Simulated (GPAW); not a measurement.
# W2NS2 MXene monolayer: simulated STM images, part 2 of 2

Aim: Tersoff-Hamann images of W2NS2 MXene monolayer at several biases.

GPAW 26.7.0; GPAW, PAW setups; layer in a repeated cell with vacuum, relaxation of atoms and in-plane cell (the session's first sound run).

So far. Step 2 (Relaxation): The relaxation lowered the energy of the cell by 0.632 eV (energies extrapolated to zero smearing; the optimiser's log prints free energies). The largest force left on a free atom is 0.0078 eV/Å.

**3. Plane waves, PBE**

The work function is the vacuum plateau of the electrostatic potential less the Fermi level; a dipole layer lets the two faces have plateaus of their own.

This step: GPAW, PAW setups; slab in vacuum (GPAW 26.7.0).

The cell differs from the one that the last finished run ended in (c 21.977 → 22.162 Å).

Contents of run.py:

```python
import json
import numpy as np
from ase import Atoms
from ase.dft.stm import STM
from gpaw import GPAW, PW

slab = Atoms(
    ['S', 'W', 'N', 'W', 'S'],
    positions=[
        [0.00000, 1.73392, 8.00000],
        [1.50162, 0.86696, 9.66084],
        [-0.00000, -0.00000, 11.08102],
        [0.00000, 1.73392, 12.50122],
        [1.50162, 0.86696, 14.16206]],
    cell=[[3.00324, 0.0, 0.0], [-1.50162, 2.60088, 0.0], [0.0, 0.0, 22.1621]],
    pbc=[True, True, False])

slab.calc = GPAW(mode=PW(500), xc='PBE', kpts={'size': (12, 12, 1), 'gamma': True},
                 occupations={'name': 'fermi-dirac', 'width': 0.05}, nbands='160%',
                 convergence={'density': 1e-05}, maxiter=200,
                 poissonsolver={'dipolelayer': 'xy'},
                 symmetry={'tolerance': 1e-3}, txt='slab.txt')
result = {}
energy = slab.get_potential_energy()
fermi = slab.calc.get_fermi_level()
v = slab.calc.get_electrostatic_potential().mean((0, 1)) - fermi
n = slab.calc.get_pseudo_density().mean((0, 1))
L = slab.cell[2, 2]
z = np.arange(len(v)) * L / len(v)
low, high = slab.positions[:, 2].min(), slab.positions[:, 2].max()
below, above = np.interp([low - 5.8, high + 5.8], z, v)
slopes = [np.interp(x, z, np.gradient(v, z)) for x in (low - 5.8, high + 5.8)]
eps = np.array([[slab.calc.get_eigenvalues(k, s) for k in range(len(slab.calc.get_ibz_k_points()))]
                for s in range(slab.calc.get_number_of_spins())]) - fermi
top, bottom = eps[eps < 0].max(), eps[eps > 0].min()
dipole = slab.get_dipole_moment()[2]
print(f'energy {energy:.4f} eV, Fermi level {fermi:.4f} eV, dipole {dipole:.5f} e A')
print(f'potential 5.8 A off the faces, from the Fermi level: lower {below:.4f} eV, upper {above:.4f} eV')
print(f'slope of the potential there: lower {slopes[0]:.5f}, upper {slopes[1]:.5f} eV/A')
print(f'nearest levels on the mesh: {top:.4f} and {bottom:.4f} eV')
print('magnetic moment', round(slab.get_magnetic_moment(), 3))
result.update(energy=energy, fermi=fermi, dipole=dipole, below=below, above=above, slopes=slopes, edges=[top, bottom],
              z=z.tolist(), v=v.tolist(), n=n.tolist(), positions=slab.positions.tolist(),
              forces=slab.get_forces(apply_constraint=False).tolist(), moments=slab.get_magnetic_moments().tolist())

# Images need the states of the whole zone, up to time reversal
slab.calc = slab.calc.fixed_density(symmetry={'point_group': False}, txt='states.txt', nbands='280%',
                                    convergence={'bands': 'CBM+2.3'})
stm = STM(slab)
result['stm'] = []
for bias in [-1.5, 2.0]:
    height = high + 3.0
    current = stm.get_averaged_current(bias, height)
    x, y, h = stm.scan(bias, current)
    i, f = divmod(height / L * stm.ldos.shape[2], 1)
    I = abs((1 - f) * stm.ldos[:, :, int(i)] + f * stm.ldos[:, :, int(i) + 1])
    print(f'bias {bias} V: mean current at 3.0 A {current:.4e}, corrugation {np.ptp(h):.4f} A')
    result['stm'].append(dict(bias=bias, current=current, h=(h - high).tolist(), I=I.tolist()))
json.dump(result, open('result.json', 'w'))
```

Launch:

```
$ OMP_NUM_THREADS=1 OPENBLAS_NUM_THREADS=1 python run.py
```

What it wrote:

```text
energy -40.2716 eV, Fermi level 1.7415 eV, dipole -0.00065 e A
potential 5.8 A off the faces, from the Fermi level: lower 4.9822 eV, upper 4.9985 eV
slope of the potential there: lower 0.00005, upper -0.00006 eV/A
nearest levels on the mesh: -0.0486 and 0.0010 eV
magnetic moment 0.0
bias -1.5 V: mean current at 3.0 A 4.4370e-05, corrugation 0.1631 A
bias 2.0 V: mean current at 3.0 A 5.3323e-05, corrugation 0.0173 A
```

Run time: 4.9 min. Hardware: 1 thread of Arm Neoverse V1, shared host; peak memory 0.71 GiB.

This step gave:

```
dipole along the normal                    : -6.46e-4 e·Å
levels nearest the Fermi level on the mesh : -0.04861, 9.79e-4 eV from the Fermi level
upper work function                        : 4.998 eV
lower work function                        : 4.982 eV
corrugation -1.5                           : 0.1631 Å
corrugation 2                              : 0.01725 Å
```

The electrostatic potential energy of an electron (without an applied field's), less the Fermi level, planar mean oscillates, so the rows of the table below give means over windows of 1.94 Å about each position, cut where the curve ends. Its maxima inside the range that stand out by 2 % of the span (Å: eV): 8.7: -6.60, 10.6: -6.54, 11.5: -6.54, 13.5: -6.59. Its minima: 8.0: -22.1, 9.7: -27.6, 11.1: -13.7, 12.5: -27.6, 14.1: -22.1.

The electrostatic potential energy of an electron (without an applied field's), less the Fermi level, planar mean by z; means over each step:

```
z (Å)  electrostatic potential energy of an electron (without an applied field's), less the Fermi level, planar mean (eV)
 0.97                                                                                                                4.98
 2.91                                                                                                                4.98
 4.85                                                                                                                4.97
 6.79                                                                                                               0.953
 8.73                                                                                                               -16.0
10.67                                                                                                               -12.5
12.61                                                                                                               -16.2
14.55                                                                                                               -7.96
16.49                                                                                                                4.86
18.43                                                                                                                5.00
20.37                                                                                                                5.00
```

The pseudo valence density, planar mean oscillates, so the rows of the table below give means over windows of 1 Å about each position, cut where the curve ends. Its maxima inside the range that stand out by 2 % of the span (Å: e/Å³): 9.6: 1.66, 11.1: 0.739, 12.6: 1.66. Its minima: 10.5: 0.532, 11.6: 0.532.

Pseudo valence density, planar mean against z; means over each step:

```
z (Å)  pseudo valence density, planar mean (e/Å³)
    4                                      2.2e-5
    5                                      4.1e-4
    6                                     0.00894
    7                                       0.165
    8                                       0.478
    9                                       0.764
   10                                        1.09
   11                                       0.663
   12                                       0.930
   13                                       0.925
   14                                       0.498
   15                                       0.227
   16                                      0.0147
   17                                      6.7e-4
   18                                      3.5e-5
```

Tip height over the top atom over a1 and a2. Sample bias -1.5 V, constant current at the mean current 3.0 Å over the top atom.

Ten even steps from '0' (2.92 Å) to '9' (3.08 Å):
```
3333333333333333
3333222222233333
4332111111233444
4321100011234444
4321000012345555
4321000123456665
5321001235677776
5321112356788876
5321123568999986
4322234679999976
4333345789999875
4333456789998765
4334456789987654
3334456778776544
3334455666655443
3334444555444433
```
Columns: a1 from 0 to 0.938; rows upwards: a2 from 0 to 0.938.

Local density of states summed over the bias window over a1 and a2. Sample bias -1.5 V, constant height 3.0 Å over the top atom.

Ten even steps from '_' (3.59 × 1e-5 arbitrary) to '@' (5.52 × 1e-5 arbitrary):
```
--------------------------------
----::::::::::::::::::::::------
----::::............::::--------
----::..__________..::----======
==--::..________..::--====++++==
==--::..______..::--==++******++
==--::..____..::--==**########**
==--::..__..::--==**##%%%%%%##**
==--::....::--==**##%%@@@@%%##**
==--::::::--==**##%%@@@@@@%%##**
==--::::--==++##%%@@@@@@@@%%##++
----::----==**##%%@@@@@@%%##**==
--------==++**##%%%%%%%%##**++==
--------==++**##########**++==--
--------====++********++====----
----------==============--------
```
Columns: a1 from 0 to 0.938; rows upwards: a2 from 0 to 0.938.

Tip height over the top atom over a1 and a2. Sample bias 2 V, constant current at the mean current 3.0 Å over the top atom.

Ten even steps from '0' (2.992 Å) to '9' (3.009 Å):
```
9875554444555789
8744432323444789
7544211112445788
6542000002456777
5531000013555665
5421000124544544
5431001345434434
5421012454223224
5432234542222224
5544455422232224
5544554322332234
6545654432223445
7777765422224567
8888764322234678
9998754444445789
9987655555556789
```
Columns: a1 from 0 to 0.938; rows upwards: a2 from 0 to 0.938.

Local density of states summed over the bias window over a1 and a2. Sample bias 2 V, constant height 3.0 Å over the top atom.

Ten even steps from '_' (5.21 × 1e-5 arbitrary) to '@' (5.47 × 1e-5 arbitrary):
```
@@%%**++++++========++++++**%%@@
%%**======----------======**%%@@
##++==--::........::--==++##%%%%
**++==::__________::==++**######
++++--..________..--++++++****++
++==--..______..--==++====++====
====--..____..--======--------==
++==--..__..--==++==--::--::--==
====--::::--======::::::::::::==
++++==--==++++==--::::--::::--==
++++====++++==--::::----::::--==
**++==++**++==----::::::----==++
##****####**++--::::::::--++**##
%%%%%%%%##**==----::----==**##%%
@@@@@@%%##++============++##%%@@
@@@@%%##**++++==++==++++**##%%@@
```
Columns: a1 from 0 to 0.938; rows upwards: a2 from 0 to 0.938.

The potential is flat to 5.6e-5 eV/Å where it is read, so the vacuum is wide enough.

**4. A changed run**

One more run, with changed settings.

Changes to run.py since step 3:

```diff
@@ -3,4 +3,3 @@
 from ase import Atoms
-from ase.dft.stm import STM
-from gpaw import GPAW, PW
+from gpaw import GPAW
 
@@ -17,5 +16,5 @@
 
-slab.calc = GPAW(mode=PW(500), xc='PBE', kpts={'size': (12, 12, 1), 'gamma': True},
+slab.calc = GPAW(mode='fd', h=0.4, xc='PBE', kpts={'size': (12, 12, 1), 'gamma': True},
                  occupations={'name': 'fermi-dirac', 'width': 0.05}, nbands='160%',
-                 convergence={'density': 1e-05}, maxiter=200,
+                 convergence={'density': 1e-05}, maxiter=100,
                  poissonsolver={'dipolelayer': 'xy'},
@@ -44,16 +43,2 @@
               forces=slab.get_forces(apply_constraint=False).tolist(), moments=slab.get_magnetic_moments().tolist())
-
-# Images need the states of the whole zone, up to time reversal
-slab.calc = slab.calc.fixed_density(symmetry={'point_group': False}, txt='states.txt', nbands='280%',
-                                    convergence={'bands': 'CBM+2.3'})
-stm = STM(slab)
-result['stm'] = []
-for bias in [-1.5, 2.0]:
-    height = high + 3.0
-    current = stm.get_averaged_current(bias, height)
-    x, y, h = stm.scan(bias, current)
-    i, f = divmod(height / L * stm.ldos.shape[2], 1)
-    I = abs((1 - f) * stm.ldos[:, :, int(i)] + f * stm.ldos[:, :, int(i) + 1])
-    print(f'bias {bias} V: mean current at 3.0 A {current:.4e}, corrugation {np.ptp(h):.4f} A')
-    result['stm'].append(dict(bias=bias, current=current, h=(h - high).tolist(), I=I.tolist()))
 json.dump(result, open('result.json', 'w'))
```

What it wrote:

```text
gpaw.KohnShamConvergenceError
```

It took 3.9 min on 1 thread; peak memory 0.19 GiB.

The run stopped without converging, so none of its numbers is a property of the system.

The fault put into the input: a grid far too coarse, under a cap of 100 iterations, which ended the run (mode = "fd" and h = 0.4).

**5. Results**

```json
{"work function, upper and lower face": "4.998 and 4.982 eV", "dipole along the normal": "-6.5e-4 e Å", "corrugation at -1.5 V": "0.163 Å", "corrugation at 2 V": "0.0173 Å"}
```

What this shows: The corrugation at constant current is largest at -1.5 V, where the tip height varies by 0.16 Å over the cell. Negative sample bias images filled states, positive bias empty ones. The images are of Tersoff-Hamann type: an s-wave tip, no tip-sample forces, heights closer than in a microscope. The small printed dipole stands for a step of 15 meV from the lower to the upper face, and the probes find 16 meV; values this small are near the numerical noise of both. The cell holds an odd number of electrons, so without spin polarisation it must come out metallic and without a moment, whatever its true state. The layer's cell and atoms come from the relaxation; spin-orbit coupling and temperature are left out.

[Logs are printed without paths, hosts, clocks, repeated set-up lines and the standing remarks that a program may print on its own settings, such as how far it seeks lower states.]

[Hosts, paths, dates, database ids (printed as entryN), source tags and the programs' standing remarks are cut or masked in the printed files.]
